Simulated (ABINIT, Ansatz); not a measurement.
# A GW chain in ABINIT: CO2 (Cmce), part 3 of 3

Wanted: ground state, empty states, screening and self-energy for CO2 (Cmce).

ABINIT 10.8.3; PBEsol and many-body steps on it, plane waves. Known limits of the many-body steps: not at the basis limit; coarse k mesh.

So far. Step 3 (Bands along the symmetry lines): The gap is 6.582 eV, as in the run before at this level. Step 4 (Empty states on the mesh, 4×4×2 mesh, 435 bands): On this mesh the gap is 6.582 eV.

### 5. Screening, 4×4×2 mesh, 397 bands, screening to 217.7 eV

The RPA dielectric matrix is built and inverted for each q.

This step: RPA screening on PBEsol, plane waves, norm-conserving pseudopotentials.

The input, run.abi:

```
acell 3*1.0 Angstrom
rprim 
  2.635911230000 -2.387378120000 0.000000000000
  2.635911230000 2.387378120000 0.000000000000
  0.000000000000 0.000000000000 6.587174910000
ntypat 2
znucl 6 8
natom 6
typat 1 1 2 2 2 2
xred 
  0.000000000000 0.000000000000 0.000000000000
  0.500000000000 0.500000000000 0.500000000000
  0.806508570000 0.193491430000 0.891843390000
  0.193491430000 0.806508570000 0.108156610000
  0.693491430000 0.306508570000 0.391843390000
  0.306508570000 0.693491430000 0.608156610000
pp_dirpath "pseudos"
pseudos "C.upf, O.upf"
ecut 37
ngkpt 4 4 2
nshiftk 1
shiftk 0 0 0
kptopt 1
chksymbreak 0
istwfk *1
occopt 1
irdwfk 1
optdriver 3
nband 397
ecuteps 8
inclvkb 2
awtr 1
symchi 1
indata_prefix "in"
outdata_prefix "out"
tmpdata_prefix "tmp"
```

The run is started by

```console
$ OMP_NUM_THREADS=1 mpirun -n 8 abinit run.abi > log
```

Numbers of over 12 decimals in the logs are rounded to 6 here.

What it wrote:

```text
.Version 10.8.3 of ABINIT. v10.8.2 released Aug 2026.

 Symmetries : space group Cm c a (# 64); Bravais oC (1-face-center ortho.)
[... echo of the input left out ...]
== DATASET  1 ==================================================================
-   mpi_nproc: 8, omp_nthreads: 1 (-1 if OMP is not activated)

--- !DatasetInfo
iteration_state: {dtset: 1, }
dimensions: {natom: 6, nkpt: 14, mband: 397, nsppol: 1, nspinor: 1, nspden: 1, mpw: 6054, }
cutoff_energies: {ecut:  37.0, pawecutdg:  -1.0, }
electrons: {nelect:   3.20000000E+01, charge:   0.00000000E+00, occopt:   1.00000000E+00, tsmear:   1.00000000E-02, }

 SCREENING: Calculation of the susceptibility and dielectric matrices

 Based on a program developped by R.W. Godby, V. Olevano, G. Onida, and L. Reining.
 Incorporated in ABINIT by V. Olevano, G.-M. Rignanese, and M. Torrent.
.Using double precision arithmetic ; gwpc =  8

[... cell and pseudopotentials left out ...]
--------------------------------------------------------------------------------

 ==== K-mesh for the wavefunctions ====
 Number of points in the irreducible wedge :    14
[... list of points left out ...]
 Together with  8 symmetry operations and time-reversal symmetry
 yields    32 points in the full Brillouin Zone.

 ==== Q-mesh for the screening function ====
 Number of points in the irreducible wedge :    14
[... list of points left out ...]
 Together with  8 symmetry operations and time-reversal symmetry
 yields    32 points in the full Brillouin Zone.

 setmesh: FFT mesh size selected  =    30x   30x   50
          total number of points  =        45000

 vcoul_init : cutoff-mode = AUXILIARY_FUNCTION
 q-points for optical limit:   1
     1)      0.000010    0.000020    0.000030

- screening: taking advantage of time-reversal symmetry
- Maximum band index for partially occupied states nbvw = 16
- Remaining bands to be divided among processors   nbcw = 381
- Number of bands treated by each node ~47

 Number of electrons calculated from density =   32.0000; Expected =   32.0000
 average of density, n =  0.057197
 r_s =    1.6101
 omega_plasma =   23.0697 [eV]

 calculating chi0 at frequencies [eV] :
  1    0.000000E+00    0.000000E+00
  2    0.000000E+00    2.306969E+01

--------------------------------------------------------------------------------
  q-point number  1        q = ( 0.000000, 0.000000, 0.000000) [r.l.u.]
--------------------------------------------------------------------------------
[... chi0 elements left out ...]
 For q-point:  0.000010 0.000020 0.000030
  dielectric constant =   1.8359
  dielectric constant without local fields =   2.2363

  Average fulfillment of the sum rule on Im[epsilon] for q-point    1 :     87.93  [%]
[... wings left out ...]
  q-point number  2        q = ( 0.250000, 0.000000, 0.000000) [r.l.u.]
--------------------------------------------------------------------------------
[... chi0 elements left out ...]
  Average fulfillment of the sum rule on Im[epsilon] for q-point    2 :     90.83  [%]

 [... 12 further q-points ...]
```

It took 23 min on 8 MPI ranks of Arm Neoverse N1, shared host; peak memory 6.6 GiB; 3.1 h of CPU time.

This step gave:

- ε∞ with local fields, on this mesh, along the program's q direction: 1.836
- the same without local fields: 2.236
- plasma frequency: 23.07 eV
- plane waves in the screening matrix: 597

Local fields lower ε∞ by 18 %. On a Γ-centred mesh this coarse the value itself is usually too large, while a short band sum pulls it down.

### 6. Self-energy, 4×4×2 mesh, 397 bands, screening to 217.7 eV

The self-energy is evaluated for the states that the input lists, and the levels follow from it, in one-shot runs by the linearised quasiparticle equation.

This step: G0W0 on PBEsol, plane waves, norm-conserving pseudopotentials.

run.abi: that of step 5 with these lines changed.

```diff
@@ -27,8 +27,17 @@
 irdwfk 1
-optdriver 3
+optdriver 4
 nband 397
+gwcalctyp 0
+ecutsigx 37
+symsigma 1
+nkptgw 2
+kptgw 
+  0.5000000000 0.5000000000 0.0000000000
+  0.0000000000 0.0000000000 0.0000000000
+bdgw 
+  15 18
+  15 18
 ecuteps 8
-inclvkb 2
-awtr 1
-symchi 1
+irdscr 1
+ppmodel 1
 indata_prefix "in"
```

What it wrote:

```text
.Version 10.8.3 of ABINIT. v10.8.2 released Aug 2026.

 Symmetries : space group Cm c a (# 64); Bravais oC (1-face-center ortho.)
[... echo of the input left out ...]
== DATASET  1 ==================================================================
-   mpi_nproc: 8, omp_nthreads: 1 (-1 if OMP is not activated)

--- !DatasetInfo
iteration_state: {dtset: 1, }
dimensions: {natom: 6, nkpt: 14, mband: 397, nsppol: 1, nspinor: 1, nspden: 1, mpw: 6054, }
cutoff_energies: {ecut:  37.0, pawecutdg:  -1.0, }
electrons: {nelect:   3.20000000E+01, charge:   0.00000000E+00, occopt:   1.00000000E+00, tsmear:   1.00000000E-02, }

 SIGMA: Calculation of the GW corrections

 Based on a program developped by R.W. Godby, V. Olevano, G. Onida, and L. Reining.
 Incorporated in ABINIT by V. Olevano, G.-M. Rignanese, and M. Torrent.
.Using double precision arithmetic ; gwpc =  8

[... cell and pseudopotentials left out ...]
--------------------------------------------------------------------------------

 ==== K-mesh for the wavefunctions ====
 Number of points in the irreducible wedge :    14
[... list of points left out ...]
 Together with  8 symmetry operations and time-reversal symmetry
 yields    32 points in the full Brillouin Zone.

 ==== Q-mesh for screening function ====
 Number of points in the irreducible wedge :    14
[... list of points left out ...]
 Together with  8 symmetry operations and time-reversal symmetry
 yields    32 points in the full Brillouin Zone.

 vcoul_init : cutoff-mode = AUXILIARY_FUNCTION
 q-points for optical limit:   1
     1)      0.000010    0.000020    0.000030
 setmesh: FFT mesh size selected  =    40x   40x   72
          total number of points  =       115200

 Number of electrons calculated from density =   32.0000; Expected =   32.0000
 average of density, n =  0.057197
 r_s =    1.6101
 omega_plasma =   23.0697 [eV]

 === KS Band Gaps ===
  >>>> For spin  1
   Minimum direct gap =   7.1427 [eV], located at k-point      :   0.0000  0.0000  0.0000
   Fundamental gap    =   6.5818 [eV], Top of valence bands at :   0.5000  0.5000  0.0000
                                       Bottom of conduction at :   0.0000  0.0000  0.0000
 SIGMA fundamental parameters:
 PLASMON POLE MODEL  1
 number of plane-waves for SigmaX                 6011
 number of plane-waves for SigmaC and W            597
 number of plane-waves for wavefunctions          6011
 number of bands                                   397
 number of independent spin polarizations            1
 number of spinorial components                      1
 number of k-points in IBZ                          14
 number of q-points in IBZ                          14
 number of symmetry operations                       8
 number of k-points in BZ                           32
 number of q-points in BZ                           32
 number of frequencies for dSigma/dE                 9
 frequency step for dSigma/dE [eV]                0.25
 number of omega for Sigma on real axis              0
 max omega for Sigma on real axis  [eV]           0.00
 zcut for avoiding poles [eV]                     0.10

 EPSILON^-1 parameters (SCR file):
 dimension of the eps^-1 matrix on file            597
 dimension of the eps^-1 matrix used               597
 number of plane-waves for wavefunctions          6011
 number of bands                                   397
 number of q-points in IBZ                          14
 number of frequencies                               2
 number of real frequencies                          1
 number of imag frequencies                          1

 matrix elements of self-energy operator (all in [eV])

 Perturbative Calculation

--- !SelfEnergy_ee
iteration_state: {dtset: 1, }
kpoint     : [   0.500,    0.500,    0.000, ]
spin       : 1
KS_gap     :    7.767
QP_gap     :   12.837
Delta_QP_KS:    5.070
data: !SigmaeeData |
     Band     E0 <VxcDFT>   SigX SigC(E0)      Z dSigC/dE  Sig(E)    E-E0       E
       15  -3.447 -19.503 -24.934   2.628   0.822  -0.216 -21.807  -2.304  -5.751
       16  -3.115 -19.999 -25.296   2.600   0.822  -0.217 -22.215  -2.215  -5.331
       17   4.651 -15.944  -9.906  -2.669   0.847  -0.180 -13.089   2.855   7.506
       18   5.718 -16.902  -9.948  -3.184   0.840  -0.191 -13.737   3.165   8.883

--- !SelfEnergy_ee
iteration_state: {dtset: 1, }
kpoint     : [   0.000,    0.000,    0.000, ]
spin       : 1
KS_gap     :    7.143
QP_gap     :   11.017
Delta_QP_KS:    3.874
data: !SigmaeeData |
     Band     E0 <VxcDFT>   SigX SigC(E0)      Z dSigC/dE  Sig(E)    E-E0       E
       15  -3.729 -19.235 -24.726   2.639   0.823  -0.215 -21.582  -2.347  -6.076
       16  -3.676 -19.202 -24.719   2.650   0.823  -0.216 -21.560  -2.358  -6.035
       17   3.466 -10.424  -5.714  -2.990   0.882  -0.134  -8.908   1.516   4.982
       18   3.992 -15.084  -9.362  -2.530   0.853  -0.173 -12.362   2.721   6.713

== END DATASET(S) ==============================================================
================================================================================

 -outvars: echo values of variables after computation  --------
           etotal      0.0000000000E+00
            nband         397
             nkpt          14
          spgroup          64
 [... the other variables as echoed above ...]

 Calculation completed.
```

The job ended after 3.4 min (8 MPI ranks; peak memory 7.4 GiB).

Numbers from this step:

- G0W0 gap on the points computed: 10.31 eV
- starting gap on the mesh: 6.582 eV
- k of the valence top: 0.5, 0.5, 0
- k of the conduction bottom: 0, 0, 0
- Z at the valence top: 0.822
- Z at the conduction bottom: 0.882
- least direct G0W0 gap on the computed points: 11.02 eV

The gap on the mesh goes from 6.58 eV to 10.31 eV, a correction of +3.73 eV.

Limits: finite bands, cutoff and mesh; coarse k mesh. v1 is the top filled band, c1 the lowest empty one. The levels before and after the correction (eV, zero at the valence-band top of each column):

|  | conduction bottom | valence top |
| --- | --- | --- |
| Kohn-Sham | 6.58 | 0.00 |
| G0W0 | 10.31 | 0.00 |

|  | level | energy (eV) |
| --- | --- | --- |
| Kohn-Sham | (0.5 0.5 0) v2 | -0.332 |
| Kohn-Sham | (0.5 0.5 0) v1 | 0.000 |
| Kohn-Sham | (0.5 0.5 0) c1 | 7.767 |
| Kohn-Sham | (0.5 0.5 0) c2 | 8.833 |
| Kohn-Sham | Γ v2 | -0.614 |
| Kohn-Sham | Γ v1 | -0.561 |
| Kohn-Sham | Γ c1 | 6.582 |
| Kohn-Sham | Γ c2 | 7.108 |
| G0W0 | (0.5 0.5 0) v2 | -0.420 |
| G0W0 | (0.5 0.5 0) v1 | 0.000 |
| G0W0 | (0.5 0.5 0) c1 | 12.837 |
| G0W0 | (0.5 0.5 0) c2 | 14.214 |
| G0W0 | Γ v2 | -0.745 |
| G0W0 | Γ v1 | -0.704 |
| G0W0 | Γ c1 | 10.313 |
| G0W0 | Γ c2 | 12.044 |

### 7. Where the time went

Times are wall times on 8 MPI ranks of Arm Neoverse N1, shared host, good to a factor of about two.

| step | time | share | memory (GiB) |
| --- | --- | --- | --- |
| ground state | 63 s | 2 % | 0.72 |
| bands along the symmetry lines | 64 s | 2 % | 0.72 |
| empty states on the mesh | 15 min | 35 % | 1.2 |
| screening | 23 min | 52 % | 6.6 |
| self-energy | 3.4 min | 8 % | 7.4 |

### 8. Outcome

| Item | Value |
| --- | --- |
| PBEsol gap | 6.58 eV, indirect |
| G0W0 gap on the mesh | 10.31 eV |
| GW settings | 4×4×2 mesh, 397 bands, screening to 217.7 eV, Godby-Needs plasmon pole |
| known limits | not at the basis limit; coarse k mesh |

**Reading.** G0W0 moves the gap on the mesh from 6.58 eV to 10.31 eV (+3.73 eV), with Z of 0.82 and 0.88 at the edges. Local fields lower the RPA ε∞ on this mesh from 2.24 to 1.84; a Γ-centred mesh this coarse tends to raise both, most where the direct gap is narrow, while a short band sum lowers them. Only 2 of the mesh's irreducible points were corrected, so a valley elsewhere could overtake. The dearest step here is «screening». Bands and cutoff are finite, so the gap is not at the basis limit. The miss can reach some tenths of an eV and take either sign; the mesh is an error of its own. In the G0W0 run levels were corrected at 2 k points alone, so a gap called «on the mesh» is the least over those, and an edge elsewhere would be missed. The 4×4×2 mesh is coarse for this cell, which bears on the long-range parts of exchange and screening.

[Paths, hosts, dates, memory and timing lines, banners, echoed tables and standing remarks are left out of the program output.]

[Logs are printed without paths, hosts, clocks, repeated set-up lines and the standing remarks that a program may print on its own settings, such as how far it seeks lower states.]

[Runs of the session that timed out or met a known fault of the program may be left out.]

[Hosts, paths, dates, database ids (printed as entryN), source tags and the programs' standing remarks are cut or masked in the printed files.]

[G0W0 gaps are taken among the corrected bands and points alone; a level outside them can change the order at an edge.]

[Where Ansatz stands beside ABINIT at settings called matched, ABINIT's density can come from a denser mesh and the files from another edition; pairs whose starting gaps differed by over 0.03 eV were left out, so agreement reads better than it is.]
